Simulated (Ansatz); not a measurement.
System: MoSeTe/WSe2 (van der Waals superlattice) (P3m1).

The structure was built from a prototype and need not be the compound's stable phase.

Symmetry: P3m1, No. 156, trigonal system. Conventional cell: a = 3.279 Å, b = 3.279 Å, c = 12.644 Å, α = 90.00°, β = 90.00°, γ = 120.00°. Nearest to Mo lie 3 Se at 2.50 Å and 3 Te at 2.68 Å. Nearest to Se lie 3 Mo at 2.50 Å. Te has 3 Mo at 2.68 Å nearest. Nearest to W lie 6 Se at 2.52 Å. Se has 3 W at 2.52 Å nearest. Se has 3 W at 2.52 Å nearest. Farther neighbours and most contacts between anions are not listed.

```cif
data_structure
_symmetry_space_group_name_H-M 'P 1'
_symmetry_Int_Tables_number 1
_cell_length_a 3.2787
_cell_length_b 3.2787
_cell_length_c 12.6439
_cell_angle_alpha 90.000
_cell_angle_beta 90.000
_cell_angle_gamma 120.000
_cell_volume 117.71
loop_
_atom_site_label
_atom_site_type_symbol
_atom_site_fract_x
_atom_site_fract_y
_atom_site_fract_z
_atom_site_occupancy
Mo1 Mo 0.33333 0.66667 0.26386 1
Se2 Se 0.66667 0.33333 0.39314 1
Te3 Te 0.66667 0.33333 0.11401 1
W4 W 0.66667 0.33333 0.74837 1
Se5 Se 0.33333 0.66667 0.87983 1
Se6 Se 0.33333 0.66667 0.61668 1
```

The structure was relaxed with PBEsol-D3(BJ). The runs that relaxed it are not among those shown. Spin-orbit coupling is left out unless a run names it.

Gaps computed with Ansatz 0.2.0 without a self-energy: PBEsol 0.46 eV and PBEsol+SOC 0.41 eV.

Question: What gap should G0W0 on PBEsol give (6×6×2 mesh, 491 empty bands, screening to 150 eV, PAW set soft_1 files)?

About 0.79 eV: on its mesh the run moves the gap from 0.53 eV by +0.32 eV, and the mesh misses the edges by 0.07 eV. Spin-orbit coupling is not in that value; its −0.06 eV at the PBEsol level would bring it to about 0.73 eV. Bands and cutoff are finite, so the gap is not at the basis limit. The miss can reach some tenths of an eV and take either sign; the mesh is an error of its own. The 6×6×2 mesh is coarse for this cell (its supercell is 20 Å along the shortest edge). The RPA ε∞ on it, from the PBEsol start, is 11.17 and 17.87; such meshes misread the long-range screening, most where the gap is narrow. The many-body steps are scalar-relativistic: spin-orbit coupling is not in them.

[Paths, hosts, dates, memory and timing lines, banners, echoed tables and standing remarks are left out of the program output.]

[Logs are printed without paths, hosts, clocks, repeated set-up lines and the standing remarks that a program may print on its own settings, such as how far it seeks lower states.]

[Runs of the session that timed out or met a known fault of the program may be left out.]

[Cells called generated may have been cut or substituted from an entry of the Crystallography Open Database or the Materials Project.]

[Hosts, paths, dates, database ids (printed as entryN), source tags and the programs' standing remarks are cut or masked in the printed files.]
